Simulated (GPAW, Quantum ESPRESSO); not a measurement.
# As K ELNES/XANES of As (R-3m) from DFT, part 3 of 4

Do two independent programs agree on the As K edge of As (R-3m)? The same cell and functional are run with XSpectra and with GPAW.

Quantum ESPRESSO 7.5 and GPAW 26.7.0; core-hole supercells, plane-wave PAW PBE.

So far. Step 7 (Spectrum with XCH, As atom 1 (Quantum ESPRESSO)): Main maxima below 30 eV (height): 1.5 eV (1.87), 11.4 eV (0.97) and 16.6 eV (0.87).  Step 8 (The field without a hole (GPAW)): The mesh shows no gap, so the system is treated as a metal and the core electron is put at the Fermi level (neutral cell).

The database entry behind the starting cell differs from later determinations by our own check (old inner coordinate), so it need not match the best structure at ambient conditions.

**9. Spectrum without a core hole, As atom 1 (GPAW)**

Level of this step: X-ray absorption from dipole matrix elements to empty bands, plane-wave PAW PBE (GPAW).

This cheap baseline ignores the attraction of the hole: it shows the absorber's empty states as they are in the ground state. The data set with a hole of occupation 0 only carries the core orbital.

xas.py

```python
import numpy as np
from ase import Atoms
from ase.parallel import parprint, paropen
from gpaw import GPAW, PW, FermiDirac, Mixer, MixerDif, setup_paths
from gpaw.test import gen
setup_paths.insert(0, '.')
gen('As', name='nch1s', xcname='PBE', corehole=(1, 0, 0), write_xml=True)
from gpaw.mpi import world
world.barrier()

atoms = Atoms('As2',
    cell=[[1.8807969, 1.0858786, 3.51406199],
     [-1.8807969, 1.0858786, 3.51406199],
     [0, -2.17175719, 3.51406199]],
    scaled_positions=[[0.226, 0.226, 0.226],
     [0.774, 0.774, 0.774]],
    pbc=True)
atoms.calc = calc = GPAW(legacy_gpaw=True, mode=PW(500, force_complex_dtype=True), xc='PBE', setups={0: 'nch1s'},
    kpts={'size': (11, 11, 11), 'gamma': True}, occupations=FermiDirac(0.1),
    charge=0, mixer=Mixer(0.1, 5, 50), maxiter=150,
    convergence={'density': 0.0001, 'eigenstates': 1e-6}, txt='scf.txt')
energy = atoms.get_potential_energy() + calc.get_reference_energy()
ef = calc.get_fermi_level()
out = dict(energy=energy, fermi=ef, forces=atoms.get_forces().tolist())
parprint(f'all-electron energy {energy:.4f} eV, Fermi level {ef:.4f} eV')
ev = np.array([[calc.get_eigenvalues(k, s) for k in range(len(calc.get_ibz_k_points()))] for s in range(calc.get_number_of_spins())])
out['homo'], out['lumo'], out['counts'] = ev[ev < ef].max(), ev[ev > ef].min(), sorted(set((ev < ef).sum((0, 2)).tolist()))
out['filled'] = (ev[:, 0] < ef).sum(1).tolist()

from ase.units import Ha
from gpaw.xas import dipole_matrix_elements
nb = int(calc.get_number_of_electrons() / 2) + 29
top = nb
nscf = calc.fixed_density(kpts={'size': (10, 10, 10), 'gamma': True},
    convergence={'eigenstates': 1.0}, txt='nscf.txt')
nscf.diagonalize_full_hamiltonian(nbands=nb)
cell = atoms.cell.array
ops = [cell.T @ U.T @ np.linalg.inv(cell.T) for U in nscf.wfs.kd.symmetry.op_scc]
E = np.arange(-25, 34, 0.1)
fwhm = np.interp(E, [4, 25], [2.14, 3.5])
Y, X, zero, highest = 0, 0, 1e9, 1e9
for spin in range(nscf.get_number_of_spins()):
    wfs = nscf.wfs
    mine = wfs.bd.get_slice()  # this rank's bands
    A = dipole_matrix_elements(wfs.setups[0])
    eps = np.zeros((wfs.kd.nibzkpts, nb))
    d = np.zeros((3, A.shape[1], wfs.kd.nibzkpts, nb), complex)
    for kpt in wfs.kpt_u:
        if kpt.s == spin and 0 in kpt.P_ani:
            eps[kpt.k, mine] = kpt.eps_n * Ha
            d[:, :, kpt.k, mine] = (kpt.weight * wfs.nspins / 2) ** 0.5 * np.inner(A, kpt.P_ani[0])
    world.sum(eps)
    world.sum(d)
    T = np.einsum('amkn,bmkn->abkn', d, d.conj()).real
    T = sum(np.einsum('ai,ijkn,bj->abkn', R, T, R) for R in ops) / len(ops)
    empty = eps > ef
    zero, highest = min(zero, eps[empty].min()), min(highest, eps[:, top - 1].min())
    lines = [(eps, T, empty)] if spin == 0 else lines + [(eps, T, empty)]
for eps, T, empty in lines:
    f = np.einsum('aakn->akn', T).reshape(3, -1)
    x = eps.ravel() - zero
    w = np.interp(x, E, fwhm) / 2.35482
    g = np.exp(-0.5 * ((E[:, None] - x) / w) ** 2) / (w * (2 * np.pi) ** 0.5)
    Y = Y + (f * empty.ravel()) @ g.T
    X = X + (f * ~empty.ravel()) @ g.T
out.update(E=E.round(2).tolist(), xas=Y.tolist(), xes=X.tolist(), zero=zero, valid=highest - zero, nk=len(eps), nb=nb)
for i in range(0, len(E), 10):
    parprint(f'{E[i]:7.2f}', *(f'{v:10.3e}' for v in Y[:, i]))
import json
with paropen('out.json', 'w') as f:
    json.dump(out, f)
```

Started as:

```sh
$ OMP_NUM_THREADS=1 mpirun -n 4 gpaw python xas.py
```

Numbers of over 12 decimals in the logs are rounded to 6 here.

What it wrote:

```text
Input parameters:
  convergence: {density: 0.0001,
                eigenstates: 1e-06}
  kpts: {gamma: True,
         size: (11, 11, 11)}
  maxiter: 150
  mixer: {backend: pulay,
          beta: 0.1,
          method: separate,
          nmaxold: 5,
          weight: 50}
  mode: {ecut: 500.0,
         force_complex_dtype: True,
         name: pw}
  occupations: {fixmagmom: False,
                name: fermi-dirac,
[...]
*p    :     0.809062
*d    :     0.000000
--------------------------------

Diagonalizing with gridspacing h=0.050

state   all-electron     PAW
-------------------------------
4s:      -0.532368    -0.532674
4p:      -0.190938    -0.191179
*d:                    0.035724
*f:                    0.070513
-------------------------------
all-electron energy -123015.2514 eV, Fermi level 7.1060 eV
[...]
32.00  1.090e-07  1.090e-07  1.081e-07
  33.00  1.030e-07  1.030e-07  1.040e-07
[key lines of the parts left out:]
Converged after 11 iterations.
Dipole moment: (-0.000000, -0.000000, -0.000000) |e|*Ang
Free energy:     -9.306415
Fermi level: 7.10600
```

Elapsed: 2.9 min, on 4 MPI ranks of Intel Xeon Platinum 8488C (Sapphire Rapids), shared host; peak memory 0.37 GiB.

The As K spectrum, As atom 1, no core hole (energy from the lowest empty level; intensity scaled to a mean of 1 over the first 20 eV; polarised curves are means over the symmetry-equivalent atoms):

| E (eV) | isotropic | ε ⊥ c | ε ∥ c |
| --- | --- | --- | --- |
| -2.0 | 0.01 | 0.01 | 0.01 |
| -1.5 | 0.03 | 0.03 | 0.03 |
| -1.0 | 0.09 | 0.10 | 0.09 |
| -0.5 | 0.26 | 0.26 | 0.25 |
| 0.0 | 0.54 | 0.55 | 0.52 |
| 0.5 | 0.93 | 0.95 | 0.90 |
| 1.0 | 1.35 | 1.36 | 1.34 |
| 1.5 | 1.69 | 1.69 | 1.70 |
| 2.0 | 1.90 | 1.90 | 1.91 |
| 2.5 | 1.97 | 2.00 | 1.91 |
| 3.0 | 1.94 | 2.03 | 1.78 |
| 3.5 | 1.85 | 1.97 | 1.61 |
| 4.0 | 1.72 | 1.84 | 1.47 |
| 4.5 | 1.56 | 1.64 | 1.40 |
| 5.0 | 1.42 | 1.44 | 1.39 |
| 5.5 | 1.32 | 1.28 | 1.41 |
| 6.0 | 1.22 | 1.15 | 1.38 |
| 6.5 | 1.08 | 1.01 | 1.22 |
| 7.0 | 0.89 | 0.85 | 0.97 |
| 7.5 | 0.70 | 0.70 | 0.69 |
| 8.0 | 0.56 | 0.60 | 0.49 |
| 8.5 | 0.50 | 0.55 | 0.38 |
| 9.0 | 0.49 | 0.55 | 0.36 |
| 9.5 | 0.53 | 0.59 | 0.40 |
| 10.0 | 0.59 | 0.65 | 0.47 |
| 10.5 | 0.67 | 0.73 | 0.56 |
| 11.0 | 0.75 | 0.81 | 0.64 |
| 11.5 | 0.82 | 0.87 | 0.71 |
| 12.0 | 0.86 | 0.91 | 0.75 |
| 12.5 | 0.87 | 0.92 | 0.78 |
| 13.0 | 0.86 | 0.90 | 0.78 |
| 13.5 | 0.83 | 0.85 | 0.78 |
| 14.0 | 0.79 | 0.80 | 0.78 |
| 14.5 | 0.76 | 0.75 | 0.79 |
| 15.0 | 0.75 | 0.72 | 0.79 |
| 15.5 | 0.75 | 0.71 | 0.81 |
| 16.0 | 0.76 | 0.72 | 0.84 |
| 16.5 | 0.78 | 0.73 | 0.87 |
| 17.0 | 0.79 | 0.75 | 0.89 |
| 17.5 | 0.80 | 0.76 | 0.90 |
| 18.0 | 0.80 | 0.76 | 0.89 |
| 18.5 | 0.79 | 0.75 | 0.86 |
| 19.0 | 0.77 | 0.75 | 0.83 |
| 19.5 | 0.76 | 0.74 | 0.79 |
| 20.0 | 0.75 | 0.74 | 0.77 |
| 20.5 | 0.74 | 0.74 | 0.76 |
| 21.0 | 0.75 | 0.75 | 0.76 |
| 21.5 | 0.76 | 0.76 | 0.76 |
| 22.0 | 0.77 | 0.77 | 0.78 |
| 22.5 | 0.78 | 0.78 | 0.79 |
| 23.0 | 0.79 | 0.78 | 0.79 |
| 23.5 | 0.78 | 0.77 | 0.80 |
| 24.0 | 0.77 | 0.76 | 0.79 |
| 24.5 | 0.76 | 0.75 | 0.78 |
| 25.0 | 0.75 | 0.74 | 0.78 |
| 25.5 | 0.74 | 0.73 | 0.77 |
| 26.0 | 0.74 | 0.73 | 0.77 |
| 26.5 | 0.75 | 0.73 | 0.78 |
| 27.0 | 0.75 | 0.74 | 0.78 |
| 27.5 | 0.76 | 0.74 | 0.79 |
| 28.0 | 0.77 | 0.75 | 0.80 |
| 28.5 | 0.78 | 0.77 | 0.82 |
| 29.0 | 0.80 | 0.78 | 0.83 |
| 29.5 | 0.82 | 0.81 | 0.84 |
| 30.0 | 0.83 | 0.83 | 0.84 |
| 30.5 | 0.85 | 0.85 | 0.85 |
| 31.0 | 0.85 | 0.86 | 0.85 |
| 31.5 | 0.85 | 0.85 | 0.84 |
| 32.0 | 0.84 | 0.84 | 0.83 |

Main maxima below 30 eV (height): 2.6 eV (1.97), 12.6 eV (0.87), 17.6 eV (0.80) and 23.0 eV (0.79). 

The same matrix elements for filled bands give the As K emission of As atom 1 (ground-state approximation; energy from the lowest empty level, largest value 1):

| E (eV) | emission |
| --- | --- |
| -24.00 | 0.00 |
| -23.25 | 0.00 |
| -22.50 | 0.00 |
| -21.75 | 0.00 |
| -21.00 | 0.00 |
| -20.25 | 0.00 |
| -19.50 | 0.00 |
| -18.75 | 0.00 |
| -18.00 | 0.00 |
| -17.25 | 0.00 |
| -16.50 | 0.00 |
| -15.75 | 0.00 |
| -15.00 | 0.01 |
| -14.25 | 0.02 |
| -13.50 | 0.03 |
| -12.75 | 0.04 |
| -12.00 | 0.04 |
| -11.25 | 0.05 |
| -10.50 | 0.06 |
| -9.75 | 0.06 |
| -9.00 | 0.05 |
| -8.25 | 0.04 |
| -7.50 | 0.07 |
| -6.75 | 0.18 |
| -6.00 | 0.37 |
| -5.25 | 0.59 |
| -4.50 | 0.79 |
| -3.75 | 0.95 |
| -3.00 | 1.00 |
| -2.25 | 0.88 |
| -1.50 | 0.65 |
| -0.75 | 0.40 |
| 0.00 | 0.19 |
| 0.75 | 0.06 |
| 1.50 | 0.01 |
| 2.25 | 0.00 |
| 3.00 | 0.00 |

Emission maxima: -3.2 eV (1.00).

**10. Supercell without a hole, the energy reference (GPAW)**

Total energies of two programs can't be mixed, so the cell and mesh of GPAW's hole run get a reference energy of their own.

scf.py

```python
import numpy as np
from ase import Atoms
from ase.parallel import parprint, paropen
from gpaw import GPAW, PW, FermiDirac, Mixer, MixerDif, setup_paths
from gpaw.test import gen
setup_paths.insert(0, '.')
gen('As', name='nch1s', xcname='PBE', corehole=(1, 0, 0), write_xml=True)
from gpaw.mpi import world
world.barrier()

atoms = Atoms('As8',
    cell=[[0, -4.34351438, -3.51406199],
     [-3.7615938, 2.17175719, -3.51406199],
     [3.7615938, 2.17175719, -3.51406199]],
    scaled_positions=[[0.774, 0.774, 0.774],
     [0.274, 0.274, 0.774],
     [0.274, 0.774, 0.274],
     [0.774, 0.274, 0.274],
     [0.226, 0.226, 0.226],
     [0.726, 0.726, 0.226],
     [0.726, 0.226, 0.726],
     [0.226, 0.726, 0.726]],
    pbc=True)
atoms.calc = calc = GPAW(legacy_gpaw=True, mode=PW(500, force_complex_dtype=True), xc='PBE', setups={0: 'nch1s'},
    kpts={'size': (5, 5, 5), 'gamma': True}, occupations=FermiDirac(0.1),
    charge=0, mixer=Mixer(0.1, 5, 50), maxiter=150,
    convergence={'density': 0.0001, 'eigenstates': 1e-6}, txt='scf.txt')
energy = atoms.get_potential_energy() + calc.get_reference_energy()
ef = calc.get_fermi_level()
out = dict(energy=energy, fermi=ef, forces=atoms.get_forces().tolist())
parprint(f'all-electron energy {energy:.4f} eV, Fermi level {ef:.4f} eV')
ev = np.array([[calc.get_eigenvalues(k, s) for k in range(len(calc.get_ibz_k_points()))] for s in range(calc.get_number_of_spins())])
out['homo'], out['lumo'], out['counts'] = ev[ev < ef].max(), ev[ev > ef].min(), sorted(set((ev < ef).sum((0, 2)).tolist()))
out['filled'] = (ev[:, 0] < ef).sum(1).tolist()
import json
with paropen('out.json', 'w') as f:
    json.dump(out, f)
```

Started as:

```sh
$ OMP_NUM_THREADS=1 mpirun -n 4 gpaw python scf.py
```

What it wrote:

```text
Input parameters:
  convergence: {density: 0.0001,
                eigenstates: 1e-06}
  kpts: {gamma: True,
         size: (5, 5, 5)}
  maxiter: 150
  mixer: {backend: pulay,
          beta: 0.1,
          method: separate,
          nmaxold: 5,
          weight: 50}
  mode: {ecut: 500.0,
         force_complex_dtype: True,
         name: pw}
  occupations: {fixmagmom: False,
                name: fermi-dirac,
[...]
4s(2) :    -0.532368     1.194216
*s    :     0.467632
4p(3) :    -0.190938     1.022597
*p    :     0.809062
*d    :     0.000000
--------------------------------

Diagonalizing with gridspacing h=0.050

state   all-electron     PAW
-------------------------------
4s:      -0.532368    -0.532674
4p:      -0.190938    -0.191179
*d:                    0.035724
*f:                    0.070513
-------------------------------
all-electron energy -492060.9894 eV, Fermi level 7.1201 eV
[key lines of the parts left out:]
Converged after 11 iterations.
Dipole moment: (0.000000, 0.000000, 0.000000) |e|*Ang
Free energy:    -37.217978
Fermi level: 7.12009
```

Wall time 16 s (4 MPI ranks); peak memory 0.24 GiB; 64 s of CPU time.

Reference energy: -492060.989 eV with the cores included.

(Continued in part 4 of 4.)

[Banner, clock and machine lines of the logs are left out without a mark of their own.]

[Logs are printed without paths, hosts, clocks, repeated set-up lines and the standing remarks that a program may print on its own settings, such as how far it seeks lower states.]

[Hosts, paths, dates, database ids (printed as entryN), source tags and the programs' standing remarks are cut or masked in the printed files.]

[Lists of maxima count a maximum above −3 eV only where it reaches 4 % of the highest in the window and stands out from its surroundings by 2 % of it (1.5 % where it reaches 55 %); shoulders and weaker maxima are passed over, and of the rest the first, up to two pre-edge ones and the few strongest are named.]
